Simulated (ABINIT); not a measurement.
# Ba2H3I (P-3m1): G0W0 with ABINIT, start to end, part 3 of 3

How does a plane-wave GW calculation on Ba2H3I (P-3m1) run from the first input to the gap?

ABINIT 10.8.3; LDA and many-body steps on it, plane waves. Known limits of the many-body steps: not at the basis limit; no spin-orbit coupling; coarse k mesh.

So far. Step 3 (Bands along the symmetry lines): The gap is 1.962 eV, as in the run before at this level. Step 4 (Empty states on the mesh, 3×3×1 mesh, 80 bands): On this mesh the gap is 2.309 eV. The earlier step found 1.962 eV, so this mesh misses an edge.

### 5. Screening, 3×3×1 mesh, 74 bands, screening to 87.1 eV

The RPA dielectric matrix is built and inverted for each q.

This step: RPA screening on LDA, plane waves, norm-conserving pseudopotentials.

The input, run.abi:

```
acell 3*1.0 Angstrom
rprim 
  4.536403231722 0.000000000020 0.000000000000
  -2.268201615878 3.928640440471 0.000000000000
  0.000000000000 0.000000000000 8.119554120000
ntypat 3
znucl 56 1 53
natom 6
typat 1 1 2 2 2 3
xred 
  0.666666666667 0.333333333333 0.684719380000
  0.333333333333 0.666666666667 0.315280620000
  0.666666666667 0.333333333333 0.356100520000
  0.333333333333 0.666666666667 0.643899480000
  0.000000000000 0.000000000000 0.500000000000
  0.000000000000 0.000000000000 0.000000000000
pp_dirpath "pseudos"
pseudos "Ba.upf, H.upf, I.upf"
ecut 31
ngkpt 3 3 1
nshiftk 1
shiftk 0 0 0
kptopt 1
chksymbreak 0
istwfk *1
occopt 1
irdwfk 1
optdriver 3
nband 74
ecuteps 3.2
inclvkb 2
awtr 1
symchi 1
indata_prefix "in"
outdata_prefix "out"
tmpdata_prefix "tmp"
```

The run is started by

```sh
OMP_NUM_THREADS=1 mpirun -n 4 abinit run.abi > log
```

Numbers of over 12 decimals in the logs are rounded to 6 here.

Output:

```text
.Version 10.8.3 of ABINIT. v10.8.2 released Aug 2026.

 Symmetries : space group P-3 m 1 (#164); Bravais hP (primitive hexag.)
[... echo of the input left out ...]
== DATASET  1 ==================================================================
-   mpi_nproc: 4, omp_nthreads: 1 (-1 if OMP is not activated)

--- !DatasetInfo
iteration_state: {dtset: 1, }
dimensions: {natom: 6, nkpt: 3, mband: 74, nsppol: 1, nspinor: 1, nspden: 1, mpw: 8061, }
cutoff_energies: {ecut:  31.0, pawecutdg:  -1.0, }
electrons: {nelect:   3.00000000E+01, charge:   0.00000000E+00, occopt:   1.00000000E+00, tsmear:   1.00000000E-02, }

 SCREENING: Calculation of the susceptibility and dielectric matrices

 Based on a program developped by R.W. Godby, V. Olevano, G. Onida, and L. Reining.
 Incorporated in ABINIT by V. Olevano, G.-M. Rignanese, and M. Torrent.
.Using double precision arithmetic ; gwpc =  8

[... cell and pseudopotentials left out ...]
--------------------------------------------------------------------------------

 ==== K-mesh for the wavefunctions ====
 Number of points in the irreducible wedge :     3
[... list of points left out ...]
 Together with 12 symmetry operations and time-reversal symmetry
 yields     9 points in the full Brillouin Zone.

 ==== Q-mesh for the screening function ====
 Number of points in the irreducible wedge :     3
[... list of points left out ...]
 Together with 12 symmetry operations and time-reversal symmetry
 yields     9 points in the full Brillouin Zone.

 setmesh: FFT mesh size selected  =    25x   25x   54
          total number of points  =        33750

 vcoul_init : cutoff-mode = AUXILIARY_FUNCTION
 q-points for optical limit:   1
     1)      0.000010    0.000020    0.000030

- screening: taking advantage of time-reversal symmetry
- Maximum band index for partially occupied states nbvw = 15
- Remaining bands to be divided among processors   nbcw = 59
- Number of bands treated by each node ~14

 Number of electrons calculated from density =   30.0000; Expected =   30.0000
 average of density, n =  0.030721
 r_s =    1.9807
 omega_plasma =   16.9073 [eV]

 calculating chi0 at frequencies [eV] :
  1    0.000000E+00    0.000000E+00
  2    0.000000E+00    1.690732E+01

--------------------------------------------------------------------------------
  q-point number  1        q = ( 0.000000, 0.000000, 0.000000) [r.l.u.]
--------------------------------------------------------------------------------
[... chi0 elements left out ...]
 For q-point:  0.000010 0.000020 0.000030
  dielectric constant =   4.9510
  dielectric constant without local fields =   5.6650

  Average fulfillment of the sum rule on Im[epsilon] for q-point    1 :     73.62  [%]
[... wings left out ...]
  q-point number  2        q = ( 0.333333, 0.000000, 0.000000) [r.l.u.]
--------------------------------------------------------------------------------
[... chi0 elements left out ...]
  Average fulfillment of the sum rule on Im[epsilon] for q-point    2 :     80.78  [%]

 [... 1 further q-points ...]
```

Run time: 8.9 s. Hardware: 4 MPI ranks of Arm Neoverse V1, shared host; peak memory 0.71 GiB.

This step gave:

```
ε∞ with local fields, on this mesh, along the program's q direction : 4.951
the same without local fields                                       : 5.665
plasma frequency                                                    : 16.91 eV
plane waves in the screening matrix                                 : 259
```

Local fields lower ε∞ by 13 %. On a Γ-centred mesh this coarse the value itself is usually too large, while a short band sum pulls it down.

### 6. Self-energy, 3×3×1 mesh, 74 bands, screening to 87.1 eV

The self-energy is evaluated for the states that the input lists, and the levels follow from it, in one-shot runs by the linearised quasiparticle equation.

This step: G0W0 on LDA, plane waves, norm-conserving pseudopotentials.

run.abi: that of step 5 with these lines changed.

```diff
@@ -27,8 +27,17 @@
 irdwfk 1
-optdriver 3
+optdriver 4
 nband 74
+gwcalctyp 0
+ecutsigx 31
+symsigma 1
+nkptgw 2
+kptgw 
+  0.0000000000 0.0000000000 0.0000000000
+  0.3333333333 0.3333333333 0.0000000000
+bdgw 
+  14 18
+  14 17
 ecuteps 3.2
-inclvkb 2
-awtr 1
-symchi 1
+irdscr 1
+ppmodel 1
 indata_prefix "in"
```

Output:

```text
.Version 10.8.3 of ABINIT. v10.8.2 released Aug 2026.

 Symmetries : space group P-3 m 1 (#164); Bravais hP (primitive hexag.)
[... echo of the input left out ...]
== DATASET  1 ==================================================================
-   mpi_nproc: 4, omp_nthreads: 1 (-1 if OMP is not activated)

--- !DatasetInfo
iteration_state: {dtset: 1, }
dimensions: {natom: 6, nkpt: 3, mband: 74, nsppol: 1, nspinor: 1, nspden: 1, mpw: 8061, }
cutoff_energies: {ecut:  31.0, pawecutdg:  -1.0, }
electrons: {nelect:   3.00000000E+01, charge:   0.00000000E+00, occopt:   1.00000000E+00, tsmear:   1.00000000E-02, }

 SIGMA: Calculation of the GW corrections

 Based on a program developped by R.W. Godby, V. Olevano, G. Onida, and L. Reining.
 Incorporated in ABINIT by V. Olevano, G.-M. Rignanese, and M. Torrent.
.Using double precision arithmetic ; gwpc =  8

[... cell and pseudopotentials left out ...]
--------------------------------------------------------------------------------

 ==== K-mesh for the wavefunctions ====
 Number of points in the irreducible wedge :     3
[... list of points left out ...]
 Together with 12 symmetry operations and time-reversal symmetry
 yields     9 points in the full Brillouin Zone.

 ==== Q-mesh for screening function ====
 Number of points in the irreducible wedge :     3
[... list of points left out ...]
 Together with 12 symmetry operations and time-reversal symmetry
 yields     9 points in the full Brillouin Zone.

 vcoul_init : cutoff-mode = AUXILIARY_FUNCTION
 q-points for optical limit:   1
     1)      0.000010    0.000020    0.000030
 setmesh: FFT mesh size selected  =    40x   40x   80
          total number of points  =       128000

 Number of electrons calculated from density =   30.0000; Expected =   30.0000
 average of density, n =  0.030721
 r_s =    1.9807
 omega_plasma =   16.9073 [eV]

 === KS Band Gaps ===
  >>>> For spin  1
   Minimum direct gap =   2.4719 [eV], located at k-point      :   0.0000  0.0000  0.0000
   Fundamental gap    =   2.3089 [eV], Top of valence bands at :   0.0000  0.0000  0.0000
                                       Bottom of conduction at :   0.3333  0.3333  0.0000
 SIGMA fundamental parameters:
 PLASMON POLE MODEL  1
 number of plane-waves for SigmaX                 8055
 number of plane-waves for SigmaC and W            259
 number of plane-waves for wavefunctions          8055
 number of bands                                    74
 number of independent spin polarizations            1
 number of spinorial components                      1
 number of k-points in IBZ                           3
 number of q-points in IBZ                           3
 number of symmetry operations                      12
 number of k-points in BZ                            9
 number of q-points in BZ                            9
 number of frequencies for dSigma/dE                 9
 frequency step for dSigma/dE [eV]                0.25
 number of omega for Sigma on real axis              0
 max omega for Sigma on real axis  [eV]           0.00
 zcut for avoiding poles [eV]                     0.10

 EPSILON^-1 parameters (SCR file):
 dimension of the eps^-1 matrix on file            259
 dimension of the eps^-1 matrix used               259
 number of plane-waves for wavefunctions          8055
 number of bands                                    74
 number of q-points in IBZ                           3
 number of frequencies                               2
 number of real frequencies                          1
 number of imag frequencies                          1

 matrix elements of self-energy operator (all in [eV])

 Perturbative Calculation

--- !SelfEnergy_ee
iteration_state: {dtset: 1, }
kpoint     : [   0.000,    0.000,    0.000, ]
spin       : 1
KS_gap     :    2.472
QP_gap     :    3.954
Delta_QP_KS:    1.482
data: !SigmaeeData |
     Band     E0 <VxcDFT>   SigX SigC(E0)      Z dSigC/dE  Sig(E)    E-E0       E
       14   1.709 -10.744 -13.929   2.540   0.776  -0.289 -11.244  -0.500   1.209
       15   3.886 -10.469 -13.064   2.045   0.778  -0.285 -10.898  -0.428   3.458
       16   6.358  -8.401  -3.923  -3.198   0.823  -0.215  -7.347   1.054   7.412
       17   6.437  -9.533  -4.745  -3.229   0.817  -0.224  -8.260   1.273   7.710
       18   6.437  -9.533  -4.745  -3.229   0.817  -0.224  -8.260   1.273   7.710

--- !SelfEnergy_ee
iteration_state: {dtset: 1, }
kpoint     : [   0.333,    0.333,    0.000, ]
spin       : 1
KS_gap     :    4.127
QP_gap     :    5.793
Delta_QP_KS:    1.666
data: !SigmaeeData |
     Band     E0 <VxcDFT>   SigX SigC(E0)      Z dSigC/dE  Sig(E)    E-E0       E
       14   2.068 -10.852 -14.136   2.612   0.773  -0.293 -11.372  -0.520   1.549
       15   2.068 -10.852 -14.136   2.612   0.773  -0.293 -11.372  -0.520   1.549
       16   6.195  -8.824  -4.202  -3.221   0.819  -0.221  -7.677   1.147   7.342
       17   6.195  -8.824  -4.202  -3.221   0.819  -0.221  -7.677   1.147   7.342

== END DATASET(S) ==============================================================
================================================================================

 -outvars: echo values of variables after computation  --------
           etotal      0.0000000000E+00
            nband          74
             nkpt           3
          spgroup         164
 [... the other variables as echoed above ...]

 Calculation completed.
```

The job ended after 5.8 s (4 MPI ranks; peak memory 0.48 GiB; 23 s of CPU time).

This step gave:

| Quantity | Value |
| --- | --- |
| G0W0 gap on the points computed | 3.884 eV |
| starting gap on the mesh | 2.309 eV |
| k of the valence top | 0, 0, 0 |
| k of the conduction bottom | 0.3333, 0.3333, 0 |
| Z at the valence top | 0.778 |
| Z at the conduction bottom | 0.819 |
| least direct G0W0 gap on the computed points | 3.954 eV |

The gap on the mesh goes from 2.31 eV to 3.88 eV, a correction of +1.58 eV. The start differs from the 1.96 eV found before because the two sample other k points.

Limits: finite bands, cutoff and mesh; no spin-orbit coupling; coarse k mesh. v1 is the top filled band, c1 the lowest empty one. The levels before and after the correction (eV, zero at the valence-band top of each column):

```csv
,conduction bottom,valence top
Kohn-Sham,2.31,0.00
G0W0,3.88,0.00
```

```csv
,level,energy (eV)
Kohn-Sham,Γ v2,-2.177
Kohn-Sham,Γ v1,0.000
Kohn-Sham,Γ c1,2.472
Kohn-Sham,Γ c2-c3,2.550
Kohn-Sham,(0.333 0.333 0) v2-v1,-1.818
Kohn-Sham,(0.333 0.333 0) c1-c2,2.309
G0W0,Γ v2,-2.249
G0W0,Γ v1,0.000
G0W0,Γ c1,3.954
G0W0,Γ c2-c3,4.252
G0W0,(0.333 0.333 0) v2-v1,-1.909
G0W0,(0.333 0.333 0) c1-c2,3.884
```

### 7. Where the time went

Times are wall times on 4 MPI ranks of Arm Neoverse V1, shared host, good to a factor of about two.

```csv
step,time,share,memory (GiB)
ground state,51 s,31 %,0.44
bands along the symmetry lines,74 s,45 %,0.5
empty states on the mesh,24 s,15 %,0.34
screening,8.9 s,5 %,0.71
self-energy,5.8 s,4 %,0.48
```

### 8. Results

| Quantity | Value |
| --- | --- |
| LDA gap | 1.96 eV, indirect |
| G0W0 gap on the mesh | 3.88 eV |
| G0W0 gap over the zone (rigid shift) | 3.54 eV |
| GW settings | 3×3×1 mesh, 74 bands, screening to 87.1 eV, Godby-Needs plasmon pole |
| known limits | not at the basis limit; no spin-orbit coupling; coarse k mesh |

In words: G0W0 moves the gap on the mesh from 2.31 eV to 3.88 eV (+1.58 eV), with Z of 0.78 and 0.82 at the edges. The mesh misses the band edges by 0.35 eV in all; a rigid shift gives 3.54 eV for the zone. Local fields lower the RPA ε∞ on this mesh from 5.67 to 4.95; a Γ-centred mesh this coarse tends to raise both, most where the direct gap is narrow, while a short band sum lowers them. Only 2 of the mesh's irreducible points were corrected, so a valley elsewhere could overtake. Bands and cutoff are finite, so the gap is not at the basis limit. The miss can reach some tenths of an eV and take either sign; the mesh is an error of its own. In the G0W0 run levels were corrected at 2 k points alone, so a gap called «on the mesh» is the least over those, and an edge elsewhere would be missed. A denser mesh or path gives a starting gap of 1.96 eV: the GW mesh misses a band edge, so its gaps are not the fundamental one. The 3×3×1 mesh is coarse for this cell, which bears on the long-range parts of exchange and screening. The many-body steps are scalar-relativistic: spin-orbit coupling is not in them.

[Paths, hosts, dates, memory and timing lines, banners, echoed tables and standing remarks are left out of the program output.]

[Logs are printed without paths, hosts, clocks, repeated set-up lines and the standing remarks that a program may print on its own settings, such as how far it seeks lower states.]

[Runs of the session that timed out or met a known fault of the program may be left out.]

[Hosts, paths, dates, database ids (printed as entryN), source tags and the programs' standing remarks are cut or masked in the printed files.]

[G0W0 gaps are taken among the corrected bands and points alone; a level outside them can change the order at an edge.]

[Where Ansatz stands beside ABINIT at settings called matched, ABINIT's density can come from a denser mesh and the files from another edition; pairs whose starting gaps differed by over 0.03 eV were left out, so agreement reads better than it is.]
